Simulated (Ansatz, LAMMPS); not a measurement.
# Amorphous 86HfO2-14SiO2 (mol %) (84 atoms): geometry optimisation

Wanted: the relaxed structure of amorphous 86HfO2-14SiO2 (mol %) (84 atoms) and its electronic structure.

Main program and level: Ansatz 0.2.0; Kohn-Sham DFT, PBE, PAW (set soft_2), plane waves.

Report form: inputs, costs, results and the conclusion, without the logs.

**1. The structure**

The cell holds 84 atoms: 24 Hf, 4 Si and 56 O. Cell: a = 10.532 Å, b = 10.532 Å, c = 10.532 Å, α = 90.0°, β = 90.0°, γ = 90.0°. 84 atoms (24 Zr, 4 Si, 56 O) placed at random at 4.54 g/cm³, melted at 5000 K for 10 ps at fixed volume with the Morse and Coulomb pair potential with partial charges (Pedone, Malavasi, Menziani, Cormack and Segre, J. Phys. Chem. B 110, 11780 (2006)). Quenched from 5000 K to 300 K at 50 K/ps and fixed volume, held 5 ps, then minimised at fixed cell. Then Zr was replaced by Hf (the potential has no terms for the new elements, so the cell is a start for a DFT relaxation).

Limits known from the start: The quench rate of 50 K/ps is many orders above laboratory rates, so the cell is likely richer in defects and strain than a real sample. The starting topology of bonds comes from the classical model. Only the Γ point is sampled in the main run, in a cell whose shortest periodic width is 11 Å. No spin–orbit coupling is included, so levels derived from the heavy atoms are approximate.

**2. The classical run that made the cell**

A classical potential makes the cell, at a small fraction of what the same run would cost in DFT.

This step: classical MD, Morse and Coulomb pair potential with partial charges (Pedone, Malavasi, Menziani, Cormack and Segre, J. Phys. Chem. B 110, 11780 (2006)) (LAMMPS 22 Jul 2025 - Update 4).

Input file in.lmp:

```
# melt-quench of Zr24Si4O56
units metal
atom_style charge
boundary p p p
region box block 0 10.5321 0 10.5321 0 10.5321
create_box 3 box
mass 1 91.2240   # Zr
mass 2 28.0850   # Si
mass 3 15.9990   # O
create_atoms 1 random 24 39639 NULL overlap 1.5 maxtry 2000
create_atoms 2 random 4 39646 NULL overlap 1.5 maxtry 2000
create_atoms 3 random 56 39653 NULL overlap 1.5 maxtry 2000
pair_style hybrid/overlay pedone 5.5 coul/long 8.0
pair_coeff * * coul/long
pair_coeff 1 3 pedone 0.206237 2.479675 2.436997 1   # Zr-O
pair_coeff 2 3 pedone 0.340554 2.006700 2.100000 1   # Si-O
pair_coeff 3 3 pedone 0.042395 1.379316 3.618701 22   # O-O
set type 1 charge 2.4
set type 2 charge 2.4
set type 3 charge -1.2
kspace_style pppm 1.0e-4
neigh_modify delay 0 every 1 check yes
thermo_style custom step time temp pe press density
thermo_modify norm yes
timestep 0.002
thermo 100
min_style cg
minimize 1e-4 1e-4 200 2000
reset_timestep 0
velocity all create 5000 39640 mom yes dist gaussian
fix lim all nve/limit 0.05
fix lan all langevin 5000 5000 0.2 39641 zero yes
thermo 500
run 1000 post no
# [... 10 lines left out ...]
thermo 1250
fix md all nvt temp 300 300 0.2
run 2500 post no
unfix md
thermo 100
min_style cg
minimize 0 1e-3 2000 20000
write_dump all custom glass.dump id type xs ys zs modify sort id
```

Launch:

```bash
$ lmp -in in.lmp -log none -nocite
```

Elapsed: 23 s, on 1 thread of Intel Xeon at 2.60GHz (Ice Lake), shared host; peak memory 0.071 GiB.

**3. Single point at the start**

The forces at the start show how far the geometry lies from a minimum of this functional.

Input file input.yaml:

```yaml
crystal:
  lattice:
    - [10.5321, 0.0, 0.0]
    - [0.0, 10.5321, 0.0]
    - [0.0, 0.0, 10.5321]
  atoms:
    - { symbol: Hf, position: [0.74508, 0.26436, 0.58417] }
    - { symbol: Hf, position: [0.98773, 0.98075, 0.40539] }
    - { symbol: Hf, position: [0.91271, 0.86059, 0.08269] }
    - { symbol: Hf, position: [0.55703, 0.9206, 0.06876] }
    - { symbol: Hf, position: [0.34934, 0.531, 0.62655] }
    - { symbol: Hf, position: [0.39295, 0.66071, 0.92017] }
    - { symbol: Hf, position: [0.9704, 0.06372, 0.77701] }
    - { symbol: Hf, position: [0.22938, 0.45217, 0.19962] }
[... 72 atom lines left out ...]
    - { symbol: O, position: [0.59392, 0.04784, 0.21901] }
    - { symbol: O, position: [0.10156, 0.9094, 0.79531] }
    - { symbol: O, position: [0.72646, 0.68248, 0.57068] }
    - { symbol: O, position: [0.9135, 0.00103, 0.22034] }
kpoints:
  mp_grid: { grid: [1, 1, 1] }
hamiltonian:
  xc: pbe
scf:
  occupations: { method: fermi_dirac, width: 0.025 }
output:
  forces: true
```

Launch:

```bash
$ ansatz run input.yaml --threads 4 --pin off --max-ram 8192MiB --backend cpu --events-out ev --progress --plain --runs-dir out
```

Run time: 14 s. Hardware: 4 threads of Intel Xeon at 2.60GHz (Ice Lake), shared host; peak memory 2 GiB; 52 s of CPU time.

The run gave:

| Item | Value |
| --- | --- |
| free energy | -411757.7804 eV |
| free energy per atom | -4901.8783 eV/atom |
| SCF cycles | 11 |
| r.m.s. force component | 0.6799 eV/Å |
| longest force | 3.568 eV/Å |
| Fermi energy | 11.5 eV |

The r.m.s. force component of 0.68 eV/Å sets the starting point.

Neighbours are counted within 2.82 Å (O-Hf), 2.12 Å (O-Si).

Length of the force by element and coordination:

```
element  coordination  atoms  mean length of the force (eV/Å)  spread  least   most
     Hf           all     24                             1.24   0.638  0.285   2.64
     Hf             5      3                             1.10   0.518  0.378   1.57
     Hf             6     21                             1.26   0.651  0.285   2.64
      O           all     56                            0.808   0.688  0.110   3.57
      O             2     12                             1.56    1.08  0.272   3.57
      O             3     43                            0.604   0.292  0.110   1.40
      O             4      1                            0.475       0  0.475  0.475
     Si           all      4                             1.24   0.337  0.909   1.80
```

**4. Cell and atoms relaxed**

Cell and atoms are freed together, to release stress as well as forces.

input.yaml: that of step 3 with these lines changed.

```diff
@@ -15 +15,5 @@
   forces: true
+relax:
+  f_tol: 0.04
+  max_steps: 250
+  cell: {}
```

Wall time 3.7 min (4 threads); peak memory 2 GiB.

Relaxation path:

```
step  energy less that of the first step (eV)  largest force component (eV/Å)  pressure (GPa)  volume (Å³)
   1                                   0.0000                          2.6381           -7.16      1168.27
   2                                  -2.9160                          1.2840            4.03      1082.56
   3                                  -3.8662                          0.8926            0.99      1103.04
   4                                  -4.5123                          0.3559            0.15      1103.45
   5                                  -4.8610                          0.6620            0.08      1098.02
   6                                  -5.0353                          0.5507           -0.06      1093.81
   7                                  -5.2062                          0.4996           -0.06      1089.66
   8                                  -5.4176                          0.4970           -0.07      1087.28
   9                                  -5.6521                          0.3320            0.02      1085.33
  10                                  -5.8046                          0.1061            0.07      1083.49
  11                                  -5.8119                          0.0851           -0.04      1083.81
  12                                  -5.8168                          0.0405            0.02      1083.22
  13                                  -5.8157                          0.0276           -0.01      1083.63
 14*                                  -5.6209                          0.0280           -0.36      1083.63
  15                                  -5.6426                          0.0482           -0.05      1079.85
  16                                  -5.6433                          0.0423           -0.02      1079.95
  17                                  -5.6446                          0.0078            0.00      1079.77
 18*                                  -5.6270                          0.0075           -0.02      1079.77
```

Relaxation steps marked * repeat the geometry before them on a plane-wave basis chosen anew for their cell, so energy and pressure can jump there.

```
     cell as run  before   after  change
           a (Å)  10.532  10.319  -2.0 %
           b (Å)  10.532  10.351  -1.7 %
           c (Å)  10.532  10.133  -3.8 %
           α (°)   90.00   91.16  +1.3 %
           β (°)   90.00   89.00  -1.1 %
           γ (°)   90.00   93.63  +4.0 %
volume (Å³/atom)   13.91   12.85  -7.6 %
```

The atoms that moved most (Å, as changes of fractional coordinates times the final cell):

```
atom      dx      dy      dz  length
 O46  -0.916   0.346   0.518   1.108
 O29   0.024   0.063   0.664   0.668
 O57   0.509   0.168   0.298   0.613
Hf17   0.456   0.340  -0.018   0.569
 O34  -0.136  -0.240  -0.482   0.555
 Hf9  -0.173   0.485   0.048   0.517
 O47   0.445   0.127   0.206   0.507
 O52  -0.158   0.470  -0.066   0.500
```

The relaxation changed the energy by -67.0 meV/atom, and atoms moved by 0.32 Å r.m.s., 1.1 Å at most.

**5. Structure statistics after relaxation**

Bonds before and after, by the cutoffs listed below:

```
pair  bonds before  bonds after  mean before (Å)  mean after (Å)  spread before (Å)  spread after (Å)
O-Hf           141          150            2.148           2.142              0.066             0.117
O-Si            16           16            1.623           1.645              0.054             0.029
```

Density 8.14 g/cm³, 12.85 Å³ an atom.

Pair distribution functions g(r), in bins of 0.2 Å:

```
r (Å)  total   O-O  O-Hf   O-Si  Hf-Hf  Hf-Si  Si-Si
 1.50   0.05  0.00  0.00   0.78   0.00   0.00   0.00
 1.70   0.67  0.00  0.00  10.55   0.00   0.00   0.00
 1.90   0.25  0.00  0.67   0.00   0.00   0.00   0.00
 2.10   2.90  0.00  7.61   0.00   0.00   0.00   0.00
 2.30   0.78  0.00  2.04   0.00   0.00   0.00   0.00
 2.50   0.49  0.99  0.15   0.00   0.00   0.00   0.00
 2.70   1.21  2.65  0.05   0.00   0.00   0.58   0.00
 2.90   1.19  2.44  0.15   0.45   0.00   0.53   0.00
 3.10   0.91  1.62  0.10   0.20   1.39   0.47   5.50
 3.30   0.94  1.26  0.26   1.40   1.65   2.00   0.00
 3.50   0.93  0.81  0.58   0.95   1.95   4.73   0.00
 3.70   0.84  0.24  1.02   1.57   2.83   0.65   0.00
 3.90   1.04  0.50  1.40   1.00   2.54   0.00   3.40
 4.10   1.17  1.23  1.07   1.58   1.26   0.00   3.15
 4.30   1.00  0.79  1.29   1.75   0.17   1.21   2.81
 4.50   0.89  0.62  1.28   1.42   0.43   0.22   0.00
 4.70   1.06  0.74  1.67   0.60   0.40   0.61   2.35
 4.90   1.00  0.99  1.18   0.57   0.38   1.68   0.00
```

Bonds by pair of elements; cutoffs follow the first minimum of g(r), held within bounds set by covalent radii, and pairs that aren't listed don't count as bonded:

```
pair A-B  cutoff (Å)  bonds  mean length (Å)  spread (Å)  shortest (Å)  B about A  A about B
    O-Hf        2.82    150             2.14       0.117          1.93       2.68       6.25
    O-Si        2.08     16             1.65       0.029          1.59      0.286          4
```

How many atoms have how many bonded neighbours:

```
element  mean  2   3  4  5   6  7  8
     Hf  6.25  0   0  0  2  15  6  1
      O  2.96  8  42  6  0   0  0  0
     Si     4  0   0  4  0   0  0  0
```

Bond angles (no mean is given where the spread exceeds 20°):

```
  angle  count  mean (°)  spread (°)
 O-Hf-O    399         -           -
Hf-O-Hf    144       115        17.9
Hf-O-Si     25       123        17.2
 O-Si-O     24       109         6.4
Si-O-Si      1       147           0
```

Bond length by coordination (bonds to H left out):

```
element  coordination  atoms  mean bond length (Å)
     Hf             5      2                  2.07
     Hf             6     15                  2.12
     Hf             7      6                  2.19
     Hf             8      1                  2.26
      O             2      8                  1.85
      O             3     42                  2.10
      O             4      6                  2.23
```

Among the first-shell peaks of g(r) are those at about 2.8 Å (O-O), 2.1 Å (O-Hf), 1.6 Å (O-Si), 3.7 Å (Hf-Hf) and 3.5 Å (Hf-Si). By these cutoffs 62 % of Hf atoms have 6, 75 % of O atoms have 3 and all Si atoms have 4 bonded neighbours.

**6. Single point at the relaxed geometry**

The electronic structure is read at the final geometry, in a run of its own.

Input file input.yaml:

```yaml
crystal:
  lattice:
    - [10.31335, -0.32652, 0.08772]
    - [-0.32652, 10.34555, -0.10219]
    - [0.08772, -0.10219, 10.13172]
  atoms:
    - { symbol: Hf, position: [0.74982, 0.23717, 0.5728] }
    - { symbol: Hf, position: [0.97126, 0.9915, 0.39855] }
    - { symbol: Hf, position: [0.93054, 0.87452, 0.08826] }
    - { symbol: Hf, position: [0.58778, 0.91108, 0.05474] }
    - { symbol: Hf, position: [0.30747, 0.5125, 0.60933] }
    - { symbol: Hf, position: [0.39921, 0.65985, 0.91499] }
    - { symbol: Hf, position: [0.94861, 0.05366, 0.77109] }
    - { symbol: Hf, position: [0.23727, 0.48462, 0.23037] }
[... 72 atom lines left out ...]
    - { symbol: O, position: [0.61467, 0.03898, 0.21271] }
    - { symbol: O, position: [0.09299, 0.91898, 0.80031] }
    - { symbol: O, position: [0.70436, 0.67316, 0.59884] }
    - { symbol: O, position: [0.90596, 0.03712, 0.21535] }
kpoints:
  mp_grid: { grid: [1, 1, 1] }
hamiltonian:
  xc: pbe
scf:
  occupations: { method: fermi_dirac, width: 0.025 }
output:
  forces: true
  stress: true
  populations: true
  dos:
    method: { smearing: { sigma: 0.08 } }
    de: 0.05
    projected: { site_lists: { Hf: [Hf], O: [O], Si: [Si] } }
  eigenvalues: true
  write_density: true
  write_potential: true
  volumetric_format: npy
```

It took 21 s on 4 threads; peak memory 2 GiB.

The run gave:

```yaml
free_energy: -411763.4075 eV
free_energy_per_atom: -4901.9453 eV/atom
scf_cycles: 11
pressure: -0.02168 GPa
r_m_s_force_component: 0.00206 eV/Å
longest_force: 0.00799 eV/Å
fermi_energy: 12.86 eV
spacing_of_highest_filled_and_lowest_empty_level: 4.006 eV
spilling_of_the_projection: 0.003364
```

Löwdin charges by element and coordination (they lack the spilled electrons, 0.039 e an atom on average):

```
element  coordination  atoms  mean charge (e)  spread   least    most
     Hf           all     24             1.46  0.0391    1.34    1.52
     Hf             5      2             1.48  0.0168    1.46    1.49
     Hf             6     15             1.45  0.0434    1.34    1.52
     Hf             7      6             1.47  0.0256    1.43    1.51
     Hf             8      1             1.49       0    1.49    1.49
      O           all     56           -0.687  0.0385  -0.775  -0.617
      O             2      8           -0.701   0.059  -0.775  -0.617
      O             3     42           -0.683  0.0342  -0.752  -0.631
      O             4      6           -0.696  0.0236  -0.732  -0.670
     Si           all      4             1.68  0.0224    1.65    1.70
```

Density of states as counts of states in windows of 1 eV (from the Fermi level), total and the larger projections:

```
from (eV)  to (eV)  total   O p  Hf d   Hf f
      -14      -13   14.0   0.0   0.0   13.9
      -13      -12  316.8   1.1   0.1  315.1
      -12      -11    5.2   0.0   0.0    5.2
      -11      -10    1.7   1.1   0.0    0.0
      -10       -9    0.3   0.2   0.0    0.0
       -9       -8    6.0   3.9   0.5    0.0
       -8       -7   13.7   9.7   1.7    0.0
       -7       -6   46.5  33.0   9.0    0.1
       -6       -5   69.7  52.6  13.3    0.2
       -5       -4   67.6  55.7   8.4    0.3
       -4       -3   74.5  66.4   5.4    0.3
       -3       -2   54.9  51.0   2.5    0.2
       -2       -1    1.1   1.0   0.0    0.0
       -1        1    0.0   0.0   0.0    0.0
        1        2    1.1   0.1   0.8    0.0
        2        3   38.2   4.2  30.5    0.0
        3        4   57.5   7.2  45.2    0.0
        4        5   47.5   7.5  32.9    0.0
```

Between -26 and -14 eV lie 112 more states.

The levels nearest the highest filled one (over half full), pooled over k-points and spins:

```
level less the highest filled one (eV)  occupation
                                -0.300           2
                                -0.268           2
                                -0.202           2
                                 -0.18           2
                                -0.052           2
                                     0           2
                                  4.01           0
                                  4.12           0
                                  4.19           0
                                  4.30           0
                                  4.37           0
                                  4.38           0
```

Valence density in the bc plane at fractional x = 0.290, with atoms of Hf and Si and O within 0.2 Å of it. It is the smooth field of the valence electrons, not physical close to the nuclei.

Values in e/Å³, 13 rows by 16 columns, each cell a mean:
```
 6  1  0  0  1 10  7  1  1  0  0  0  3  4  1  5
 6  1  0  0  1  4  3  0  0  0  0  0  0  0  0  5
 0  0  0  0  1  1  0  0  0  1  2  1  0  0  0  0
 0  0  0  0  2  6  1  0  1  1  2  1  0  0  0  0
 0  0  0  0  1  1  1  6 15  3  0  0  0  1  3  1
 0  2  3  0  0  0  0  5 12  2  0  0  0  2  4  1
 0  3  4  1  0  0  1  1  0  0  0  0  0  0  1  0
 0  0  0  0  0  1  2  1  0  0  0  0  0  0  0  0
 0  0  0  0  0  0  1  1  0  0  0  0  0  0  0  0
 0  0  0  0  0  0  0  4  4  0  1  1  1  3  4  0
 0  0  0  0  0  0  0  3  3  0  0  0  1 16 19  2
 0  0  0  0  0  0  0  1  2  1  0  0  0  3  3  0
 0  0  0  0  0  1  1  1  5  2  0  0  2  2  0  0
```
Columns run along b (10.4 Å), rows up along c (10.1 Å). Atoms in or near the plane, at fractional coordinates: Hf at (0.51, 0.61), Hf at (0.87, 0.19), Si at (0.97, 0.47), O at (0.81, 0.98), O at (0.13, 0.52), O at (0.53, 0.04), O at (0.88, 0.60), O at (0.33, 0.72).

Electrostatic potential energy in the bc plane at fractional x = 0.290, with atoms of Hf and Si and O within 0.2 Å of it. With pseudopotentials it is smooth inside the atoms' cores, unlike the true potential.

Ten even steps from '0' (-30 eV) to '9' (18 eV), each cell a mean:
```
13689997410037767887872005742
01479987300026888877785247620
01589987510147898877889998620
35789998755578899888899998753
78899999877889999744899999877
99999998412799888511699999999
99999997100587777745899999999
99999888523774213689999999999
99999888888851000479999962279
99987888998750000479999930048
67511589999863112689999962245
04200389999987557899999997410
03523799999878888999999997300
15889999998436999999999998410
68999999998437999999999998765
89999999999888888999999998888
99999999999875457899999877788
89999999998741015787688632357
89999999998740014788786200026
89999999999753236899986101026
99999999999876678999987300147
99999999999988646999998754578
88999999888887101799998778888
67889998754566101788984126876
```
Columns run along b (10.4 Å; values clipped at the 3rd and 97th percentile), rows up along c (10.1 Å). Atoms in or near the plane, at fractional coordinates: Hf at (0.51, 0.61), Hf at (0.87, 0.19), Si at (0.97, 0.47), O at (0.81, 0.98), O at (0.13, 0.52), O at (0.53, 0.04), O at (0.88, 0.60), O at (0.33, 0.72).

Mean Löwdin charges: Hf +1.46, O -0.69, Si +1.68 e (they miss 0.34 % of the electrons, so they add up to more than the cell's charge). The largest share in the top eV of filled states is O p (94 % of the projected weight), and in the lowest eV of empty states Hf d (81 % of the projected weight).

A closer look about O84, picked at random: 9 atoms, nearest first, numbered in the order of the input, with positions taken from that point.

```
atom      x      y      z  distance (Å)  bonds  Löwdin charge (e)
 O84   0.00   0.00   0.00          0.00      3              -0.63
 Hf2   0.70  -0.51   1.87          2.06      7               1.47
Hf13   1.30   1.28  -0.96          2.06      7               1.48
 Hf3   0.30  -1.68  -1.27          2.12      6               1.45
 O46   0.53  -2.30   0.66          2.45      3              -0.64
 O36   1.87   1.17   1.09          2.46      3              -0.63
 O41   0.18   0.06  -2.48          2.49      3              -0.69
 O54  -1.19   0.19   2.46          2.74      3              -0.68
 O37   2.38  -0.80  -1.16          2.76      4              -0.70
```

**7. K-mesh 2×2×2**

Large cells are often run on few k-points; this run checks whether the reference had enough.

input.yaml: that of step 6 with these lines changed.

```diff
@@ -8,3 +8,3 @@
 kpoints:
-  mp_grid: { grid: [1, 1, 1] }
+  mp_grid: { grid: [2, 2, 2] }
 hamiltonian:
@@ -22,4 +22 @@
   eigenvalues: true
-  write_density: true
-  write_potential: true
-  volumetric_format: npy
```

It took 2.8 min on 4 threads; peak memory 5.9 GiB; 10 min of CPU time.

The program notes that it cut back its work space to fit the memory limit.

Geometry and reference: those of the single point at the relaxed geometry.

Forces differ from those of the single point at the relaxed geometry by 21 meV/Å r.m.s.; the energy by -2.6 meV/atom and the gap by -0.047 eV. It took roughly 7.7 times the reference's time (one timing each, with unlike analyses asked), in 10 cycles against 11.

(Part 1 of 2 ends here.)

[Long decimals in the printed logs are rounded to 6 places.]

[Logs are printed without paths, hosts, clocks, repeated set-up lines and the standing remarks that a program may print on its own settings, such as how far it seeks lower states.]

[Hosts, paths, dates, database ids (printed as entryN), source tags and the programs' standing remarks are cut or masked in the printed files.]

[A walk said to have stopped at its limit may instead have ended on an SCF cycle that didn't converge.]
